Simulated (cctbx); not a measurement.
**Finding the light atoms**

Cell a = 14.4360 Å, b = 6.4900 Å, c = 7.4990 Å, α = 90.00°, β = 90.00°, γ = 90.00°; space group Pnma (no. 62); content Tl4 Ni8 P8 O36. The heavier atoms are placed; O is still missing.

The data are simulated with cctbx, not measured: synchrotron X-rays, λ = 0.6889 Å, to d = 0.65 Å, 95 % of the full sphere, strongest reflection 40000 counts, noise from counting, a 2 % proportional error and a noise floor of 4 counts (s.d.); no absorption.

Refinement without O (map in e/Å³):

```text
Rint 0.024, 1428 unique reflections to 0.65 A
cycle     R1     wR2    GooF  max shift (A)
   1  0.2282  0.4828  28.018   0.05302
   2  0.1174  0.2832  16.438   0.00006
final R1 0.1174 wR2 0.2832 GooF 16.438  parameters 13  data/parameter 109.8
atom        x        y        z      Ueq    occ   su(xyz)  su(Uiso or U11)
Tl1    0.21612  0.25000  0.11055   0.0030  1.000  0.00013  0.0003
Ni1    0.00000  0.00000  0.00000   0.0055  1.000  0.00000  0.0007
Ni2    0.37679  0.75000  0.14963   0.0066  1.000  0.00052  0.0007
P1     0.31376  0.25000  0.60169   0.0066  1.000  0.00102  0.0012
P2     0.43669  0.25000  0.12446   0.0068  1.000  0.00102  0.0012
difference map: max 25.16 min -5.62 rms 1.95
Q1    0.0459  0.2500  0.8569    4   25.30  1.91 A from Ni2
Q2    0.2321  0.2500  0.4497    4   25.26  1.64 A from P1
Q3    0.1318  0.5617  0.6223    8   25.05  1.57 A from P2
Q4    0.1295  0.5488  0.0972    8   24.67  1.54 A from P1
Q5    0.2460  0.2500  0.7770    4   23.67  1.64 A from P1
Q6    0.2187  0.2500  0.1161    4   23.54  0.06 A from Tl1
Q7    0.0157  0.7500  0.8128    4   23.03  1.57 A from P2
Q8    0.0069  0.2500  0.5354    4   21.97  1.57 A from P2
```

The data are simulated with cctbx, not measured: neutrons of λ = 1.17 Å, to d = 0.7 Å, 95 % of the full sphere, strongest reflection 5000 counts, noise from counting, a 2 % proportional error and a noise floor of 4 counts (s.d.); no absorption.

Refinement without O (map in fm/Å³; only maxima are listed):

```text
Rint 0.065, 1161 unique reflections to 0.70 A
cycle     R1     wR2    GooF  max shift (A)
   1  0.6308  0.9051  20.875   0.13109
   8  0.5978  0.8863  20.442   0.00279
final R1 0.5955 wR2 0.8836 GooF 20.379  parameters 13  data/parameter 89.3
atom        x        y        z      Ueq    occ   su(xyz)  su(Uiso or U11)
Tl1    0.21440  0.25000  0.10804   0.0001  1.000  0.00258  0.0034
Ni1    0.00000  0.00000  0.00000   0.0019  1.000  0.00000  0.0030
Ni2    0.37454  0.75000  0.14838   0.0092  1.000  0.00294  0.0039
P1     0.31884  0.25000  0.59474   0.0033  1.000  0.00504  0.0058
P2     0.44333  0.25000  0.11016   0.0176  1.000  0.00701  0.0087
difference map: max 85.11 min -27.58 rms 5.94
Q1    0.1226  0.2500  0.6472    4   85.19  0.04 A from Ni2
Q2    0.2127  0.2500  0.1160    4   69.91  0.06 A from Tl1
Q3    0.0000  0.0000  0.0000    4   64.18  0.00 A from Ni1
Q4    0.0417  0.2500  0.8526    4   58.96  1.95 A from Ni2
Q5    0.2445  0.2500  0.7712    4   58.13  1.70 A from P1
Q6    0.0049  0.2500  0.5317    4   55.98  1.39 A from P2
Q7    0.0193  0.7500  0.8152    4   55.00  1.63 A from P2
Q8    0.2294  0.2500  0.4547    4   50.28  1.66 A from P1
```

**Question.** Where is O, and which data fix it better?

O sits at (0.2678, 3/4, 0.9549), (0.0057, 1/4, 0.5317), (0.1318, 0.9403, 0.6226), (0.2535, 3/4, 0.2801), (0.4542, 3/4, 0.3581), (0.9848, 1/4, 0.1892) and (0.1295, 0.5477, 0.0975). Adding it takes R1 from 0.117 to 0.007 with X-rays and from 0.596 to 0.020 with neutrons. Its largest coordinate s.u. is 0.00018 with X-rays and 0.00011 with neutrons, so neutrons fix it better in these data. In the X-ray map Q1, Q2, Q3, Q4, Q5, Q7 and Q8 mark it. In the neutron map Q4, Q5, Q6, Q7 and Q8 mark it.

Final neutron refinement:

```text
Rint 0.065, 1161 unique reflections to 0.70 A
cycle     R1     wR2    GooF  max shift (A)
   1  0.1432  0.2780   6.478   0.03658
   2  0.0202  0.0390   0.908   0.00000
final R1 0.0202 wR2 0.0390 GooF 0.908  parameters 36  data/parameter 32.2
atom        x        y        z      Ueq    occ   su(xyz)  su(Uiso or U11)
Tl1    0.21620  0.25000  0.11079   0.0050  1.000  0.00006  0.0001
Ni1    0.00000  0.00000  0.00000   0.0075  1.000  0.00000  0.0001
Ni2    0.37700  0.75000  0.14968   0.0082  1.000  0.00006  0.0001
P1     0.31348  0.25000  0.60085   0.0093  1.000  0.00011  0.0001
P2     0.43649  0.25000  0.12475   0.0086  1.000  0.00011  0.0001
O1     0.26779  0.75000  0.95496   0.0106  1.000  0.00010  0.0001
O2     0.00570  0.25000  0.53163   0.0110  1.000  0.00010  0.0001
O3     0.13180  0.94032  0.62265   0.0098  1.000  0.00008  0.0001
O4     0.25353  0.75000  0.28019   0.0114  1.000  0.00011  0.0001
O5     0.45417  0.75000  0.35821   0.0113  1.000  0.00011  0.0001
O6     0.98481  0.25000  0.18903   0.0122  1.000  0.00011  0.0001
O7     0.12953  0.54774  0.09759   0.0106  1.000  0.00009  0.0001
difference map: max 0.76 min -0.72 rms 0.17
Q1    0.1957  0.7500  0.7787    4    0.78  1.68 A from O1
Q2    0.0989  0.7500  0.3768    4    0.77  1.66 A from O2
Q3    0.1439  0.7500  0.7301    4    0.72  1.40 A from P2
Q4    0.1654  0.5533  0.9452    8    0.64  1.26 A from O7
Q5    0.1240  0.7500  0.5020    4    0.64  1.27 A from P2
Q6    0.0411  0.0250  0.5837    8    0.63  1.45 A from O3
```

The model is made up (kin elements in a known structure type, no relaxation), so it says nothing on whether the phase exists.

[Middle refinement cycles are left out of these outputs.]

[Logs are printed without paths, hosts, clocks, repeated set-up lines and the standing remarks that a program may print on its own settings, such as how far it seeks lower states.]
